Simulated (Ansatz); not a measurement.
# Cs on Al(100): change of the work function, part 2 of 5

How does Cs on the hollow site change the work function of Al(100) as the layer fills?

Ansatz 0.2.0; plane-wave DFT, PBE, Ansatz PAW.

So far, work function, upper face (eV): step 2 (the clean slab) 4.32.

## 3. Adsorbate added, k-mesh 4×4×1, coverage 0.111 ML

System of this step: Cs/Al(100). The cell holds 37 atoms: 36 Al and 1 Cs. Cell: a = 8.591 Å, b = 8.591 Å, c = 27.460 Å, α = 90.0°, β = 90.0°, γ = 90.0°. Vacuum lies along c.

The clean slab as it ended is repeated in the plane and the adsorbate is set on one face; the cell's size fixes the coverage, and the k-mesh shrinks with it to keep the sampling density about even. Adsorbate and upper layers relax, since the dipole depends on the height.

The input, input.yaml:

```yaml
crystal:
  lattice:
    - [8.5913473914, 0.0, 0.0]
    - [0.0, 8.5913473914, 0.0]
    - [0.0, 0.0, 27.4598358472]
  atoms:
    - { symbol: Al, position: [0.1666666667, 0.1666666667, 0.327751413] }
    - { symbol: Al, position: [0.0, 0.0, 0.4014954809] }
    - { symbol: Al, position: [0.1666666667, 0.1666666667, 0.4781484216] }
    - { symbol: Al, position: [0.0, 0.0, 0.5537543129] }
    - { symbol: Al, position: [0.1666666667, 0.5, 0.327751413] }
    - { symbol: Al, position: [0.0, 0.3333333333, 0.4014954809] }
    - { symbol: Al, position: [0.1666666667, 0.5, 0.4781484216] }
    - { symbol: Al, position: [0.0, 0.3333333333, 0.5537543129] }
    - { symbol: Al, position: [0.1666666667, 0.8333333333, 0.327751413] }
    - { symbol: Al, position: [0.0, 0.6666666667, 0.4014954809] }
    - { symbol: Al, position: [0.1666666667, 0.8333333333, 0.4781484216] }
    - { symbol: Al, position: [0.0, 0.6666666667, 0.5537543129] }
    - { symbol: Al, position: [0.5, 0.1666666667, 0.327751413] }
    - { symbol: Al, position: [0.3333333333, 0.0, 0.4014954809] }
    - { symbol: Al, position: [0.5, 0.1666666667, 0.4781484216] }
    - { symbol: Al, position: [0.3333333333, 0.0, 0.5537543129] }
    - { symbol: Al, position: [0.5, 0.5, 0.327751413] }
    - { symbol: Al, position: [0.3333333333, 0.3333333333, 0.4014954809] }
    - { symbol: Al, position: [0.5, 0.5, 0.4781484216] }
    - { symbol: Al, position: [0.3333333333, 0.3333333333, 0.5537543129] }
    - { symbol: Al, position: [0.5, 0.8333333333, 0.327751413] }
    - { symbol: Al, position: [0.3333333333, 0.6666666667, 0.4014954809] }
    - { symbol: Al, position: [0.5, 0.8333333333, 0.4781484216] }
    - { symbol: Al, position: [0.3333333333, 0.6666666667, 0.5537543129] }
    - { symbol: Al, position: [0.8333333333, 0.1666666667, 0.327751413] }
    - { symbol: Al, position: [0.6666666667, 0.0, 0.4014954809] }
    - { symbol: Al, position: [0.8333333333, 0.1666666667, 0.4781484216] }
    - { symbol: Al, position: [0.6666666667, 0.0, 0.5537543129] }
    - { symbol: Al, position: [0.8333333333, 0.5, 0.327751413] }
    - { symbol: Al, position: [0.6666666667, 0.3333333333, 0.4014954809] }
    - { symbol: Al, position: [0.8333333333, 0.5, 0.4781484216] }
    - { symbol: Al, position: [0.6666666667, 0.3333333333, 0.5537543129] }
    - { symbol: Al, position: [0.8333333333, 0.8333333333, 0.327751413] }
    - { symbol: Al, position: [0.6666666667, 0.6666666667, 0.4014954809] }
    - { symbol: Al, position: [0.8333333333, 0.8333333333, 0.4781484216] }
    - { symbol: Al, position: [0.6666666667, 0.6666666667, 0.5537543129] }
    - { symbol: Cs, position: [0.1666666667, 0.1666666667, 0.672248587] }
kpoints:
  mp_grid: { grid: [4, 4, 1] }
hamiltonian:
  xc: pbe
scf:
  occupations: { method: fermi_dirac, width: 0.1 }
  convergence: { dr2_threshold: 1.0e-08 }
efield:
  axis: 3
  dipole_correction: true
  ramp_position: 0.97
  ramp_width: 0.06
relax:
  f_tol: 0.02
  max_steps: 60
  constraints:
    - { sites: [0, 1, 4, 5, 8, 9, 12, 13, 16, 17, 20, 21, 24, 25, 28, 29, 32, 33] }
output:
  bader: true
  write_potential: true
  write_density: true
  volumetric_format: npy
```

Command:

```sh
$ ansatz run input.yaml --threads 2 --pin off --max-ram 3072MiB --backend cpu --events-out ev --progress --plain --runs-dir out
```

Numbers of over 12 decimals in the logs are rounded to 6 here.

Output:

```text
[...]
Crystal: 37 atoms, lattice volume = 2026.845 Å³
Basis set: ecut = 420 eV, 39587 PW (Γ), exchange–correlation on 120×120×384 points (8 copies of the dense FFT grid, shifted against one another)
Bands: 96, of which v1, the nominal top of the filled ones, is band 59 counted from 1 (58 counted from 0)
Symmetry: 8 space group operations
[...]
k-points: 6 of 16
[...]
SCF iter   1: F=—  HF=-25013.343685 eV  |F-HF|=—  |Δ(HF+E_count)|=         —  Δρ=1.02e-3  dr2=2.96e-1  ethr=1.77e-3  p=1.049 e·Å  D=9.37e-2 V/Å  ΔV_dip=-2.57 eV  dr2_dipole=7.63e-2  V_vac-E_F(+/−)=1.55/4.12 eV  ⟨swp⟩=19.8  Hψ=5871  notcnv=0  defer=5
[...]
SCF iter   8: F=-25013.344096 eV  HF=-25013.344096 eV  |F-HF|=8.91e-10  |Δ(HF+E_count)|=   1.59e-8  Δρ=1.30e-7  dr2=5.95e-10  ethr=8.55e-12  p=1.166 e·Å  D=1.04e-1 V/Å  ΔV_dip=-2.86 eV  dr2_dipole=1.26e-12  V_vac-E_F(+/−)=1.44/4.30 eV  ⟨swp⟩=9.2  Hψ=3651  notcnv=0
SCF 1 converged in 8 iterations: F = -25013.344096 eV  dr2 = 5.95e-10
[...]
relax step   1: F+E_penalty+E_count = -25013.34409631 eV  Δ(F+E_penalty+E_count) = +0.000e0 eV  max|allowed force component| = 2.001e-1 eV/Å  Δτ_max = 0.0000 Å  (8 SCF iters, accepted)
[...]
SCF iter   8: F=-25013.455878 eV  HF=-25013.455878 eV  |F-HF|=9.44e-9  |Δ(HF+E_count)|=   8.56e-8  Δρ=3.14e-7  dr2=7.56e-9  ethr=8.55e-12  p=1.131 e·Å  D=1.01e-1 V/Å  ΔV_dip=-2.77 eV  dr2_dipole=6.78e-10  V_vac-E_F(+/−)=1.53/4.31 eV  ⟨swp⟩=11.2  Hψ=4046  notcnv=0
SCF 2 converged in 8 iterations: F = -25013.455878 eV  dr2 = 7.56e-9
relax step   2: F+E_penalty+E_count = -25013.45587785 eV  Δ(F+E_penalty+E_count) = -1.118e-1 eV  max|allowed force component| = 1.094e-1 eV/Å  Δτ_max = 0.1943 Å  (8 SCF iters, accepted)
SCF iter   1: F=—  HF=-25013.456734 eV  |F-HF|=—  |Δ(HF+E_count)|=         —  Δρ=1.52e-4  dr2=7.39e-3  ethr=3.29e-5  p=1.131 e·Å  D=1.01e-1 V/Å  ΔV_dip=-2.77 eV  dr2_dipole=2.03e-3  V_vac-E_F(+/−)=1.53/4.31 eV  ⟨swp⟩=7.0  Hψ=1668  notcnv=0  defer=4
[...]
SCF iter   7: F=-25013.458642 eV  HF=-25013.458642 eV  |F-HF|=1.09e-10  |Δ(HF+E_count)|=   3.14e-8  Δρ=1.32e-7  dr2=1.04e-9  ethr=8.55e-12  p=1.117 e·Å  D=9.97e-2 V/Å  ΔV_dip=-2.74 eV  dr2_dipole=1.50e-11  V_vac-E_F(+/−)=1.57/4.31 eV  ⟨swp⟩=10.3  Hψ=3712  notcnv=0
SCF 3 converged in 7 iterations: F = -25013.458642 eV  dr2 = 1.04e-9
relax step   3: F+E_penalty+E_count = -25013.45864228 eV  Δ(F+E_penalty+E_count) = -2.764e-3 eV  max|allowed force component| = 6.019e-2 eV/Å  Δτ_max = 0.0241 Å  (7 SCF iters, accepted)
SCF iter   1: F=—  HF=-25013.457186 eV  |F-HF|=—  |Δ(HF+E_count)|=         —  Δρ=1.01e-4  dr2=1.29e-3  ethr=4.24e-5  p=1.117 e·Å  D=9.97e-2 V/Å  ΔV_dip=-2.74 eV  dr2_dipole=3.49e-4  V_vac-E_F(+/−)=1.57/4.31 eV  ⟨swp⟩=6.8  Hψ=1511  notcnv=0  defer=1
[...]
SCF iter   7: F=-25013.459530 eV  HF=-25013.459530 eV  |F-HF|=4.80e-10  |Δ(HF+E_count)|=   1.59e-8  Δρ=1.07e-7  dr2=4.68e-10  ethr=8.55e-12  p=1.102 e·Å  D=9.84e-2 V/Å  ΔV_dip=-2.70 eV  dr2_dipole=8.93e-13  V_vac-E_F(+/−)=1.61/4.31 eV  ⟨swp⟩=9.5  Hψ=3476  notcnv=0
SCF 4 converged in 7 iterations: F = -25013.459530 eV  dr2 = 4.68e-10
relax step   4: F+E_penalty+E_count = -25013.45953033 eV  Δ(F+E_penalty+E_count) = -8.880e-4 eV  max|allowed force component| = 2.570e-3 eV/Å  Δτ_max = 0.0258 Å  (7 SCF iters, accepted)
NSCF: frozen V_eff on 6 k-points
[...]
SCF converged after 7 iterations
Free energy (F): -25013.459530 eV
[...]
Internal energy: -25012.901497 eV  (E = F + TS)
E sigma→0 (E₀):  -25013.180514 eV
Entropy (-TS):   -0.558033 eV (-15.082 meV/atom)
Fermi energy:    0.508538 eV
Dipole field:    D = 0.098357 V/Å  (p = 1.101707 e·Å, saw-weighted, corrected)
Work function:   Φ+ = 1.6078 eV   Φ− = 4.3087 eV
[...]
--- Forces (eV/Å), atoms counted from 1 ---
  atom   1  Al     0.00000000     0.00000000    -0.05197407
  atom   2  Al    -0.01623450    -0.01623450     0.06312583
  atom   3  Al     0.00000000     0.00000000     0.00076021
  atom   4  Al     0.00006632     0.00006632     0.00040301
  atom   5  Al     0.00000000     0.00711940    -0.06034181
  atom   6  Al    -0.01623450     0.01623450     0.06312583
  atom   7  Al     0.00000000    -0.00022757     0.00103302
  atom   8  Al     0.00006632    -0.00006632     0.00040301
  atom   9  Al     0.00000000    -0.00711940    -0.06034181
  atom  10  Al    -0.01347593     0.00000000     0.06191481
  atom  11  Al     0.00000000     0.00022757     0.00103302
  atom  12  Al    -0.00059640     0.00000000    -0.00256996
  atom  13  Al     0.00711940     0.00000000    -0.06034181
  atom  14  Al     0.01623450    -0.01623450     0.06312583
  atom  15  Al    -0.00022757     0.00000000     0.00103302
  atom  16  Al    -0.00006632     0.00006632     0.00040301
  atom  17  Al    -0.00077035    -0.00077035    -0.06156284
  atom  18  Al     0.01623450     0.01623450     0.06312583
  atom  19  Al    -0.00035204    -0.00035204     0.00150289
  atom  20  Al    -0.00006632    -0.00006632     0.00040301
  atom  21  Al    -0.00077035     0.00077035    -0.06156284
  atom  22  Al     0.01347593     0.00000000     0.06191481
  atom  23  Al    -0.00035204     0.00035204     0.00150289
  atom  24  Al     0.00059640     0.00000000    -0.00256996
  atom  25  Al    -0.00711940     0.00000000    -0.06034181
  atom  26  Al     0.00000000    -0.01347593     0.06191481
  atom  27  Al     0.00022757     0.00000000     0.00103302
  atom  28  Al     0.00000000    -0.00059640    -0.00256996
  atom  29  Al     0.00077035    -0.00077035    -0.06156284
  atom  30  Al     0.00000000     0.01347593     0.06191481
  atom  31  Al     0.00035204    -0.00035204     0.00150289
  atom  32  Al     0.00000000     0.00059640    -0.00256996
  atom  33  Al     0.00077035     0.00077035    -0.06156284
  atom  34  Al     0.00000000     0.00000000     0.03825856
  atom  35  Al     0.00035204     0.00035204     0.00150289
  atom  36  Al     0.00000000     0.00000000    -0.00147134
  atom  37  Cs     0.00000000     0.00000000     0.00042063
  max |Σ_I F_I| component: 1.38e-5 eV/Å
--- Band table (eV; the first three rows and the last of 6) ---
  k-point 0: bands = [... 55 lower, 0.2404, 0.2511, 0.2989, 0.2989, 0.3111, 0.3211, 0.4253, 0.4268, ... 33 higher]
  k-point 1: bands = [... 55 lower, -0.0398, 0.3985, 0.4296, 0.7603, 0.7704, 0.9488, 0.9554, 1.0031, ... 33 higher]
  k-point 2: bands = [... 55 lower, -0.3950, 0.4230, 0.4952, 0.7037, 0.7612, 0.7634, 0.7811, 1.4703, ... 33 higher]
  k-point 5: bands = [... 55 lower, 0.8009, 0.8245, 0.8245, 0.8949, 0.9365, 0.9479, 0.9547, 0.9690, ... 33 higher]
--- Relaxed structure (4 steps of the walk, 4 accepted, 0 SCFs on fresh bases) ---
  F+E_penalty+E_count = -25013.45953033 eV   max|allowed force component| = 2.570e-3 eV/Å
  atoms:
    - { symbol: Al, position: [0.166667, 0.166667, 0.327751] }
    - { symbol: Al, position: [1.6666659794015235e-11, 1.6666659794015235e-11, 0.401495] }
    - { symbol: Al, position: [0.166667, 0.166667, 0.474561] }
    - { symbol: Al, position: [-0.001088, -0.001088, 0.548053] }
    - { symbol: Al, position: [0.166667, 0.500000, 0.327751] }
    - { symbol: Al, position: [1.6666659794015235e-11, 0.333333, 0.401495] }
    - { symbol: Al, position: [0.166667, 0.500593, 0.474791] }
    - { symbol: Al, position: [-0.001088, 0.334421, 0.548053] }
    - { symbol: Al, position: [0.166667, 0.833333, 0.327751] }
    - { symbol: Al, position: [1.6666659794015235e-11, 0.666667, 0.401495] }
    - { symbol: Al, position: [0.166667, 0.832740, 0.474791] }
    - { symbol: Al, position: [8.469332752892749e-5, 0.666667, 0.549958] }
    - { symbol: Al, position: [0.500000, 0.166667, 0.327751] }
    - { symbol: Al, position: [0.333333, 1.6666659794015235e-11, 0.401495] }
    - { symbol: Al, position: [0.500593, 0.166667, 0.474791] }
    - { symbol: Al, position: [0.334421, -0.001088, 0.548053] }
    - { symbol: Al, position: [0.500000, 0.500000, 0.327751] }
    - { symbol: Al, position: [0.333333, 0.333333, 0.401495] }
    - { symbol: Al, position: [0.500507, 0.500507, 0.474991] }
    - { symbol: Al, position: [0.334421, 0.334421, 0.548053] }
    - { symbol: Al, position: [0.500000, 0.833333, 0.327751] }
    - { symbol: Al, position: [0.333333, 0.666667, 0.401495] }
    - { symbol: Al, position: [0.500507, 0.832826, 0.474991] }
    - { symbol: Al, position: [0.333249, 0.666667, 0.549958] }
    - { symbol: Al, position: [0.833333, 0.166667, 0.327751] }
    - { symbol: Al, position: [0.666667, 1.6666659794015235e-11, 0.401495] }
    - { symbol: Al, position: [0.832740, 0.166667, 0.474791] }
    - { symbol: Al, position: [0.666667, 8.469332752892749e-5, 0.549958] }
    - { symbol: Al, position: [0.833333, 0.500000, 0.327751] }
    - { symbol: Al, position: [0.666667, 0.333333, 0.401495] }
    - { symbol: Al, position: [0.832826, 0.500507, 0.474991] }
    - { symbol: Al, position: [0.666667, 0.333249, 0.549958] }
    - { symbol: Al, position: [0.833333, 0.833333, 0.327751] }
    - { symbol: Al, position: [0.666667, 0.666667, 0.401495] }
    - { symbol: Al, position: [0.832826, 0.832826, 0.474991] }
    - { symbol: Al, position: [0.666667, 0.666667, 0.549969] }
    - { symbol: Cs, position: [0.166667, 0.166667, 0.663355] }
--- Bader charges: 37 sites ---
  site symbol  charge [e]  shift [e]
     0     Al      0.0245     0.0000
     1     Al     -0.0194     0.0000
     2     Al     -0.0287     0.0000
     3     Al     -0.1021     0.0000
     4     Al      0.0226     0.0000
     5     Al     -0.0194     0.0000
     6     Al     -0.0298     0.0000
     7     Al     -0.1021     0.0000
     8     Al      0.0226     0.0000
     9     Al     -0.0162     0.0000
    10     Al     -0.0298     0.0000
    11     Al     -0.0280     0.0000
    12     Al      0.0226     0.0000
    13     Al     -0.0194     0.0000
    14     Al     -0.0298     0.0000
    15     Al     -0.1021     0.0000
    16     Al      0.0211     0.0000
    17     Al     -0.0194     0.0000
    18     Al     -0.0221     0.0000
    19     Al     -0.1021     0.0000
    20     Al      0.0211     0.0000
    21     Al     -0.0162     0.0000
    22     Al     -0.0221     0.0000
    23     Al     -0.0280     0.0000
    24     Al      0.0226     0.0000
    25     Al     -0.0162     0.0000
    26     Al     -0.0298     0.0000
    27     Al     -0.0280     0.0000
    28     Al      0.0211     0.0000
    29     Al     -0.0162     0.0000
    30     Al     -0.0221     0.0000
    31     Al     -0.0280     0.0000
    32     Al      0.0211     0.0000
    33     Al     -0.0170     0.0000
    34     Al     -0.0221     0.0000
    35     Al     -0.0192     0.0000
    36     Cs      0.7357     0.0000
  estimated error of the sums over rays = 3.3e-4 e
```

Elapsed: 14 min, on 2 threads of Arm Neoverse N1, shared host; peak memory 2.5 GiB; 22 min of CPU time.

The steps of the relaxation:

| step | energy less that of the first step (eV) | largest force component (eV/Å) |
| --- | --- | --- |
| 1 | 0.0000 | 0.2001 |
| 2 | -0.1118 | 0.1094 |
| 3 | -0.1145 | 0.0602 |
| 4 | -0.1154 | 0.0026 |

Forces are held to the 8 operations that the run works with; a distortion that breaks them can't arise in this run.

The atoms that moved most (Å):

| atom | dx | dy | dz | length |
| --- | --- | --- | --- | --- |
| Cs37 | 0.000 | 0.000 | -0.244 | 0.244 |
| Al4 | -0.009 | -0.009 | -0.157 | 0.157 |
| Al16 | 0.009 | -0.009 | -0.157 | 0.157 |
| Al8 | -0.009 | 0.009 | -0.157 | 0.157 |
| Al20 | 0.009 | 0.009 | -0.157 | 0.157 |
| Al24 | -0.001 | 0.000 | -0.104 | 0.104 |
| Al32 | 0.000 | -0.001 | -0.104 | 0.104 |
| Al12 | 0.001 | 0.000 | -0.104 | 0.104 |

The relaxed structure:

```xyz
37
Lattice="8.5913 0.0000 0.0000 0.0000 8.5913 0.0000 0.0000 0.0000 27.4598" Properties=species:S:1:pos:R:3
Al    1.4319    1.4319    9.0000
Al    0.0000    0.0000   11.0250
Al    1.4319    1.4319   13.0314
Al   -0.0093   -0.0093   15.0494
Al    1.4319    4.2957    9.0000
Al    0.0000    2.8638   11.0250
Al    1.4319    4.3008   13.0377
Al   -0.0093    2.8731   15.0494
Al    1.4319    7.1595    9.0000
Al    0.0000    5.7276   11.0250
Al    1.4319    7.1544   13.0377
Al    0.0007    5.7276   15.1018
Al    4.2957    1.4319    9.0000
Al    2.8638    0.0000   11.0250
Al    4.3008    1.4319   13.0377
Al    2.8731   -0.0093   15.0494
Al    4.2957    4.2957    9.0000
Al    2.8638    2.8638   11.0250
Al    4.3000    4.3000   13.0432
Al    2.8731    2.8731   15.0494
Al    4.2957    7.1595    9.0000
Al    2.8638    5.7276   11.0250
Al    4.3000    7.1551   13.0432
Al    2.8631    5.7276   15.1018
Al    7.1595    1.4319    9.0000
Al    5.7276    0.0000   11.0250
Al    7.1544    1.4319   13.0377
Al    5.7276    0.0007   15.1018
Al    7.1595    4.2957    9.0000
Al    5.7276    2.8638   11.0250
Al    7.1551    4.3000   13.0432
Al    5.7276    2.8631   15.1018
Al    7.1595    7.1595    9.0000
Al    5.7276    5.7276   11.0250
Al    7.1551    7.1551   13.0432
Al    5.7276    5.7276   15.1020
Cs    1.4319    1.4319   18.2156
```

This step gave:

```yaml
energy_at_zero_smearing: -25013.1805 eV
work_function_upper_face: 1.608 eV
work_function_lower_face: 4.309 eV
dipole_along_the_normal: 1.102 e·Å
step_between_the_vacuum_levels: -2.701 eV
```

Running mean over 2.025 Å of the planar mean; the ramp of the sawtooth is left out. Electron's electrostatic potential energy less the Fermi level against z:

| z (Å) | electron's electrostatic potential energy less the Fermi level (eV) |
| --- | --- |
| 3.5 | 4.31 |
| 4.0 | 4.31 |
| 4.5 | 4.31 |
| 5.0 | 4.30 |
| 5.5 | 4.29 |
| 6.0 | 4.24 |
| 6.5 | 4.07 |
| 7.0 | 3.51 |
| 7.5 | 1.88 |
| 8.0 | -0.511 |
| 8.5 | -2.81 |
| 9.0 | -4.18 |
| 9.5 | -4.50 |
| 10.0 | -4.55 |
| 10.5 | -4.57 |
| 11.0 | -4.57 |
| 11.5 | -4.59 |
| 12.0 | -4.59 |
| 12.5 | -4.59 |
| 13.0 | -4.56 |
| 13.5 | -4.53 |
| 14.0 | -4.50 |
| 14.5 | -4.46 |
| 15.0 | -4.25 |
| 15.5 | -3.16 |
| 16.0 | -1.11 |
| 16.5 | 0.862 |
| 17.0 | 1.91 |
| 17.5 | 1.69 |
| 18.0 | 1.13 |
| 18.5 | 0.853 |
| 19.0 | 0.936 |
| 19.5 | 1.19 |
| 20.0 | 1.46 |
| 20.5 | 1.57 |
| 21.0 | 1.60 |
| 21.5 | 1.60 |
| 22.0 | 1.61 |
| 22.5 | 1.61 |
| 23.0 | 1.61 |
| 23.5 | 1.61 |
| 24.0 | 1.61 |

The relaxation took 4 steps and lowered the energy by 0.12 eV; the largest force on the free atoms ends at 0.0026 eV/Å.

The covered face has 1.61 eV, -2.71 eV against the clean one; the bare back face has moved by -0.02 eV, a measure of how thin the slab is.

(Part 2 of 5 ends here.)

[Logs are printed without paths, hosts, clocks, repeated set-up lines and the standing remarks that a program may print on its own settings, such as how far it seeks lower states.]

[Hosts, paths, dates, database ids (printed as entryN), source tags and the programs' standing remarks are cut or masked in the printed files.]

[Maps of the electrostatic potential energy from Ansatz leave out the sawtooth potential of an applied field or a dipole correction, so their vacuum need not be flat; planar profiles and work functions include it.]
